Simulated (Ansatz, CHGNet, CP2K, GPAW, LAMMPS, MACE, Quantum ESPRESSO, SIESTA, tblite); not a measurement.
# Amorphous Ge (61 atoms) in SIESTA

How near does SIESTA come to plane waves for amorphous Ge (61 atoms)?

Calculated with SIESTA 5.4.2; the method is named at each step.

## (1) Starting point

The cell holds 61 atoms: 61 Ge. Its edges and angles: a = 11.188 Å, b = 11.188 Å, c = 11.188 Å, α = 90.0°, β = 90.0°, γ = 90.0°. 61 atoms (61 Ge) placed at random at 5.25 g/cm³, melted at 3500 K for 10 ps at fixed volume with the Tersoff potential (Tersoff, Phys. Rev. B 39, 5566 (1989)). Quenched from 3500 K to 500 K at 3 K/ps and fixed volume, held 5 ps.

The yardstick, on the same geometry:

```
method                 : Kohn-Sham DFT, PBE, SSSP efficiency 1.3.0 pseudopotentials, plane waves (Quantum ESPRESSO 7.5); sssp-pbe-1.3.0-efficiency, cutoffs 45/360 Ry, Γ point
r.m.s. force component : 0.6362 eV/Å
longest force          : 2.14 eV/Å
pressure               : 3.808 GPa
time                   : 2.9 min on 4 MPI ranks of Arm Neoverse V2, shared host
CPU time               : 11 min
```

## (2) PBE, TZP, shift 0.01 Ry, mesh 300 Ry

Method: Kohn-Sham DFT, PBE, PseudoDojo 0.4.1 norm-conserving pseudopotentials (converted to PSML), numerical atomic orbitals (TZP), diagonalisation.

The .psml files are PseudoDojo norm-conserving potentials that we converted to this format, checked against plane waves on the same files for H, C, O, Si, Ge and Ca alone.

input.fdf reads:

```
SystemLabel cell
NumberOfAtoms 61
NumberOfSpecies 1
%block ChemicalSpeciesLabel
  1 32 Ge
%endblock ChemicalSpeciesLabel
LatticeConstant 1.0 Ang
%block LatticeVectors
  11.18750 0.00000 0.00000
  0.00000 11.18750 0.00000
  0.00000 0.00000 11.18750
%endblock LatticeVectors
PAO.BasisSize TZP
PAO.EnergyShift 0.01 Ry
XC.Functional GGA
XC.Authors PBE
MeshCutoff 300 Ry
%block kgrid_Monkhorst_Pack
  1 0 0 0.0
  0 1 0 0.0
  0 0 1 0.0
%endblock kgrid_Monkhorst_Pack
SolutionMethod diagon
OccupationFunction FD
ElectronicTemperature 580 K
SCF.Mixer.Method Pulay
SCF.Mixer.Weight 0.05
SCF.Mixer.History 8
SCF.Mix Hamiltonian
MaxSCFIterations 300
SCF.DM.Tolerance 1e-04
SCF.H.Tolerance 1.0e-3 eV
WriteForces T
Write.HirshfeldPop T
Write.VoronoiPop T
Write.DM F
Write.H F
XML.Write F
AtomicCoordinatesFormat Fractional
%block AtomicCoordinatesAndAtomicSpecies
  0.52507 0.56824 0.21916 1
  0.05605 0.56356 0.13471 1
  0.72147 0.08165 0.46066 1
  0.22971 0.45591 0.00843 1
  0.45236 0.72770 0.53976 1
  0.36071 0.48535 0.32770 1
  0.42742 0.50912 0.53831 1
  0.98591 0.99839 0.66652 1
  0.73284 0.42012 0.75088 1
  0.32874 0.26722 0.08104 1
  0.93740 0.31727 0.80287 1
  0.52126 0.22213 0.98851 1
  0.06253 0.64906 0.90766 1
  0.19114 0.61655 0.30040 1
  0.00733 0.20846 0.61836 1
  0.24249 0.94121 0.38566 1
  0.25509 0.45757 0.63808 1
  0.29581 0.27696 0.29962 1
  0.67456 0.17069 0.13837 1
  0.75300 0.64288 0.70293 1
  0.51889 0.87096 0.23039 1
  0.42095 0.72433 0.88970 1
  0.09743 0.45715 0.81101 1
  0.77619 0.42663 0.43105 1
  0.18048 0.92667 0.05845 1
  0.30677 0.10133 0.78552 1
  0.50504 0.03104 0.86224 1
  0.60434 0.38535 0.57068 1
  0.20039 0.13468 0.98464 1
  0.60433 0.72329 0.36184 1
  0.89518 0.73068 0.17570 1
  0.88645 0.23838 0.44944 1
  0.75489 0.37016 0.19653 1
  0.11367 0.62146 0.51982 1
  0.24101 0.80300 0.53868 1
  0.17993 0.92807 0.71333 1
  0.05895 0.24107 0.30132 1
  0.88975 0.94384 0.46134 1
  0.58658 0.77796 0.71469 1
  0.36320 0.13270 0.42920 1
  0.36622 0.63527 0.08354 1
  0.74535 0.70832 0.01694 1
  0.98448 0.92377 0.14242 1
  0.54050 0.17482 0.56259 1
  0.57537 0.07348 0.30876 1
  0.98079 0.20335 0.97977 1
  0.04657 0.01282 0.32613 1
  0.57495 0.86036 0.99414 1
  0.87069 0.74136 0.85006 1
  0.65622 0.00927 0.69440 1
  0.83884 0.95689 0.81703 1
  0.30123 0.81113 0.22061 1
  0.96671 0.35071 0.14270 1
  0.83797 0.04702 0.01947 1
  0.66017 0.51595 0.07189 1
  0.87572 0.59234 0.53091 1
[... 1 atom lines left out ...]
  0.38187 0.50627 0.83850 1
  0.82429 0.75041 0.37549 1
  0.21542 0.80128 0.88428 1
  0.57150 0.40861 0.89648 1
%endblock AtomicCoordinatesAndAtomicSpecies
```

Started as:

```console
OMP_NUM_THREADS=1 mpirun -np 2 siesta < input.fdf > output.txt
```

The program printed:

```text
Version         : 5.4.2
reinit: System Name:
reinit: System Label: cell
initatom: Reading input for the pseudopotentials and atomic orbitals ----------
Species number:   1 Atomic number:   32 Label: Ge
Ground state valence configuration (from tables):   4s02  4p02  4d00  4f00
---- Processing specs for species: Ge
GGA--PBE XC_GGA_X_PBE--XC_GGA_C_PBE pb
Semicore shell(s) with 10 electrons included in the valence for Ge
Semicore shell(s): 3d
Fallback to non-perturbative polarization scheme for Ge
Please see the manual if this is not desired in principle
Ge pseudopotential only contains V_ls up to l=2 -- lmxkb reset.
Using PAO.SplitTailNorm
%block ChemicalSpeciesLabel
    1   32 Ge                      # Species index, atomic number, species label
%endblock ChemicalSpeciesLabel
%block PAO.Basis                 # Define Basis set
Ge                    4                    # Species label, number of l-shells
 n=4   0   3                         # n, l, Nzeta
   5.264      3.748      4.214
   1.000      1.000      1.000
 n=4   1   3                         # n, l, Nzeta
   6.996      5.083      5.681
   1.000      1.000      1.000
 n=3   2   1                         # n, l, Nzeta
   2.782
   1.000
 n=4   2   1                         # n, l, Nzeta
   6.996
   1.000
%endblock PAO.Basis
coor:   Atomic-coordinates input format  =     Fractional
siesta: System type = bulk
initatomlists: Number of atoms, orbitals, and projectors:     61  1342  1098
siesta: ******************** Simulation parameters ****************************
Total number of electrons:   854.000000
Total ionic charge:   854.000000
 Kpoints in:            1 . Kpoints trimmed:            1
siesta: k-grid: Number of k-points = 1
siesta: k-points from Monkhorst-Pack grid
siesta: k-cutoff (effective) =     5.594 Ang
siesta: k-point supercell and displacements
siesta: k-grid:     1     0     0      0.000
siesta: k-grid:     0     1     0      0.000
siesta: k-grid:     0     0     1      0.000
                     ====================================
                        Single-point calculation
                     ====================================
outcell: Unit cell vectors (Ang):
       11.187500    0.000000    0.000000
        0.000000   11.187500    0.000000
        0.000000    0.000000   11.187500
outcell: Cell vector modules (Ang)   :   11.187500   11.187500   11.187500
outcell: Cell angles (23,13,12) (deg):     90.0000     90.0000     90.0000
outcell: Cell volume (Ang**3)        :   1400.2292
Gamma-point calculation with multiply-connected orbital pairs
Gamma-point calculation with multiply-connected orbital pairs
Folding of H and S implicitly performed
Folding of H and S implicitly performed
new_DM -- step:     1
Initializing Density Matrix...
Attempting to read DM from file... Failed...
DM filled with atomic data:
InitMesh: MESH = 120 x 120 x 120 = 1728000
InitMesh: Mesh cutoff (required, used) =   300.000   317.979 Ry
stepf: Fermi-Dirac step function
        iscf     Eharris(eV)        E_KS(eV)     FreeEng(eV)     dDmax    Ef(eV) dHmax(eV)
   scf:    1  -148169.992164  -148177.420418  -148177.529021  1.111044 -3.661158  4.330163
   scf:    2  -148178.547180  -148178.022005  -148178.132909  0.012373 -3.682120  3.401942
   scf:    3  -148179.374696  -148178.808713  -148178.926207  0.028722 -3.731034  2.065277
   scf:    4  -148179.972994  -148179.456345  -148179.580654  0.046960 -3.802011  1.179080
   scf:    5  -148179.984187  -148179.750732  -148179.877162  0.048190 -3.861717  0.590519
   scf:    6  -148179.811176  -148179.798529  -148179.922019  0.013625 -3.868892  0.465636
   scf:    7  -148179.828397  -148179.817759  -148179.942080  0.008766 -3.877202  0.170408
   scf:    8  -148179.830617  -148179.826072  -148179.948423  0.004267 -3.873549  0.083875
   scf:    9  -148179.826619  -148179.826494  -148179.949023  0.000468 -3.873293  0.059693
   scf:   10  -148179.828870  -148179.827798  -148179.950002  0.001760 -3.869824  0.034455
   scf:   11  -148179.829007  -148179.828459  -148179.950375  0.001725 -3.865686  0.022222
   scf:   12  -148179.828617  -148179.828540  -148179.950415  0.000255 -3.864834  0.018800
   scf:   13  -148179.828418  -148179.828493  -148179.950496  0.000536 -3.862526  0.007389
   scf:   14  -148179.828462  -148179.828478  -148179.950503  0.000045 -3.862272  0.006058
   scf:   15  -148179.828421  -148179.828451  -148179.950518  0.000097 -3.861860  0.004090
   scf:   16  -148179.828407  -148179.828430  -148179.950525  0.000076 -3.861698  0.002932
   scf:   17  -148179.828386  -148179.828408  -148179.950528  0.000081 -3.861664  0.001310
   scf:   18  -148179.828406  -148179.828407  -148179.950528  0.000017 -3.861653  0.001037
   scf:   19  -148179.828409  -148179.828408  -148179.950528  0.000024 -3.861635  0.000508
SCF Convergence by DM+H criterion
max |DM_out - DM_in|         :     0.0000240528
max |H_out - H_in|      (eV) :     0.0005079829
SCF cycle converged after 19 iterations
Using DM_out to compute the final energy and forces
siesta: E_KS(eV) =          -148179.8284
siesta: E_KS - E_eggbox =   -148179.8284
siesta: Atomic forces (eV/Ang):
     1   -0.126700    0.477182    0.963582
     2   -0.987651   -0.144159   -0.754213
     3    0.941534   -0.108353    0.868489
     4    0.671954   -0.661139   -0.625910
     5    0.575004   -0.103651    0.302293
     6   -0.009989   -1.293686    0.655768
     7    1.390857    0.784529   -0.751539
     8   -0.417675   -0.161086   -0.798425
     9    0.316572    0.261732    0.243039
    10    0.465929    1.089967    0.948907
    11   -0.952827   -0.271954   -1.410432
    12    0.118360   -0.691323   -0.172695
[...]
57   -0.131731    0.323766    0.216068
    58   -0.159917    0.407785   -0.021431
    59   -0.255456   -0.047464    0.592893
    60   -0.138685   -0.036133   -0.212358
    61    0.218131    0.249774    0.452665
----------------------------------------
   Tot    0.002539    0.003310    0.003068
----------------------------------------
   Max    1.905874
   Res    0.691222    sqrt( Sum f_i^2 / 3N )
----------------------------------------
   Max    1.905874    constrained
Stress tensor Voigt[x,y,z,yz,xz,xy] (kbar):      -50.71      -52.20      -65.47        1.45        1.73       -0.15
(Free)E + p*V (eV/cell)  -148130.8974
Target enthalpy (eV/cell)  -148179.9505
siesta: Program's energy decomposition (eV):
siesta: Ebs     =    -19541.954493
siesta: Eions   =    148294.852537
siesta: Ena     =      2883.336078
siesta: Ekin    =    111409.160578
siesta: Enl     =    -78215.526821
siesta: DEna    =       270.385451
siesta: DUscf   =         9.358423
siesta: Ex      =    -34331.337494
siesta: Ec      =     -1910.352085
siesta: Exc     =    -36241.689580
siesta: Eharris =   -148179.828409
siesta: Etot    =   -148179.828408
siesta: FreeEng =   -148179.950528
siesta: Final energy (eV):
siesta:  Band Struct. =  -19541.954493
siesta:       Kinetic =  111409.160578
siesta:       Hartree =   47238.974962
siesta:         Exch. =  -34331.337494
siesta:         Corr. =   -1910.352085
siesta:   Exch.-corr. =  -36241.689580
siesta:  Ion-electron = -201244.102833
siesta:       Ion-ion =  -69342.171535
siesta:         Total = -148179.828408
siesta:         Fermi =      -3.861635
siesta: Stress tensor (static) (eV/Ang**3):
siesta:    -0.031652   -0.000096    0.001080
siesta:    -0.000096   -0.032581    0.000908
siesta:     0.001080    0.000908   -0.040864
siesta: Cell volume =       1400.229248 Ang**3
siesta: Pressure (static):
siesta:                Solid            Molecule  Units
siesta:           0.00038155          0.00036425  Ry/Bohr**3
siesta:           0.03503221          0.03344413  eV/Ang**3
siesta:          56.12778532         53.58339740  kBar
    Orbital volume contribution        =          61.184097 eV
    (Free)E + p_basis*V_orbitals       =     -148118.766431 eV
    (Free)Eharris+ p_basis*V_orbitals  =     -148118.766432 eV
Hirshfeld Atomic Populations:
Atom #   charge [q] valence [e]  Species
     1    -0.001999   14.001999  Ge
     2     0.021555   13.978445  Ge
     3    -0.012414   14.012414  Ge
     4    -0.016938   14.016938  Ge
     5     0.006470   13.993530  Ge
     6    -0.003148   14.003148  Ge
     7     0.002508   13.997492  Ge
     8    -0.006365   14.006365  Ge
     9     0.005612   13.994388  Ge
    10    -0.006583   14.006583  Ge
    11     0.020052   13.979948  Ge
    12    -0.015155   14.015155  Ge
[...]
--------------------
 Total     0.000078
Voronoi Atomic Populations:
Atom #   charge [q] valence [e]  Species
[...]
57     0.020240   13.979760  Ge
    58    -0.004466   14.004466  Ge
    59    -0.001423   14.001423  Ge
    60    -0.005099   14.005099  Ge
    61    -0.025397   14.025397  Ge
--------------------
 Total     0.000078
```

Run time: 3.5 min. Hardware: 2 MPI ranks of Arm Neoverse V2, shared host; peak memory 1.7 GiB; 7.1 min of CPU time.

Banners, paths, timers and routine set-up lines are dropped from the logs unmarked, and long logs keep their key lines alone; longer cuts are marked.

Against the reference:

```yaml
r_m_s_force_component: 0.6912 eV/Å
r_m_s_difference_of_force_components: 101.1 meV/Å
longest_difference_of_force_vectors: 290.6 meV/Å
force_difference_over_r_m_s_force: 15.9 %
slope_of_forces_against_the_reference_s: 1.077
correlation_of_force_components: 0.9918
pressure: 5.613 GPa
pressure_difference: 1.804 GPa
```

The surroundings of Ge2, which has 5 bonded neighbours where the commonest count for Ge is 4, nearest first, numbered as they follow in the input and with coordinates relative to it.

```
atom      x      y      z  distance (Å)  bonds  Hirshfeld charge (e)     Fx     Fy  Fz (eV/Å)
 Ge2   0.00   0.00   0.00          0.00      5                  0.02  -0.99  -0.14      -0.75
Ge14   1.51   0.59   1.85          2.46      4                  0.01  -0.24   0.82       0.56
Ge53  -1.00  -2.38   0.09          2.58      4                 -0.02   0.00   1.14      -0.51
Ge31  -1.80   1.87   0.46          2.64      4                 -0.01   0.21  -0.66      -0.20
 Ge4   1.94  -1.20  -1.41          2.69      5                 -0.02   0.67  -0.66      -0.63
Ge13   0.07   0.96  -2.54          2.72      4                  0.02  -0.35   0.32       0.15
Ge41   3.47   0.80  -0.57          3.61      4                  0.02  -0.49  -0.17       0.07
Ge23   0.46  -1.19  -3.62          3.84      4                  0.04   1.27   0.24       0.32
Ge52   2.74   2.77   0.96          4.01      5                 -0.01  -0.16   0.32      -0.77
Ge42  -3.48   1.62  -1.32          4.05      4                  0.00  -0.38   0.32       0.89
Ge37   0.03  -3.61   1.86          4.06      4                 -0.02   0.59  -0.57       1.02
Ge33  -3.37  -2.16   0.69          4.06      4                 -0.01   0.95  -0.27       1.14
Ge43  -0.80   4.03   0.09          4.11      4                 -0.02  -0.59   0.07      -0.56
 Ge6   3.41  -0.87   2.16          4.13      4                  0.00  -0.01  -1.29       0.66
```

Forces lie 16 % from the reference's, at 0.62 times its CPU time (on 2 against 4 cores).

## (3) What came out

```json
{
  "force difference from the reference": "SIESTA PBE, TZP, shift 0.01 Ry, mesh 300 Ry, 16 %",
  "its CPU time": "7.1 min"
}
```

**Reading.** The PBE run in local orbitals differs by 16 % (SIESTA PBE, TZP, shift 0.01 Ry, mesh 300 Ry); basis, grid and potentials can all enter. In pressure, SIESTA PBE, TZP, shift 0.01 Ry, mesh 300 Ry misses by +1.8 GPa, at the same functional. The reference's pressure holds the uncorrected Pulay stress of its 45 Ry basis, so small pressure differences, and their order, may be the reference's own error. The quench rate of 3 K/ps is many orders above laboratory rates, so the cell is likely richer in defects and strain than a real sample. The network of bonds at the start is that of the classical potential that made the cell, and needn't be the one that DFT or experiment would give. The electronic-structure runs sample only Γ, in a cell whose shortest periodic width is 11 Å, which is coarse for a cell with partly filled levels.

[Also dropped from logs without a mark: logging warnings of Python, and SIESTA's first energy breakdown and zero terms.]

[Logs are printed without paths, hosts, clocks, repeated set-up lines and the standing remarks that a program may print on its own settings, such as how far it seeks lower states.]

[Hosts, paths, dates, database ids (printed as entryN), source tags and the programs' standing remarks are cut or masked in the printed files.]
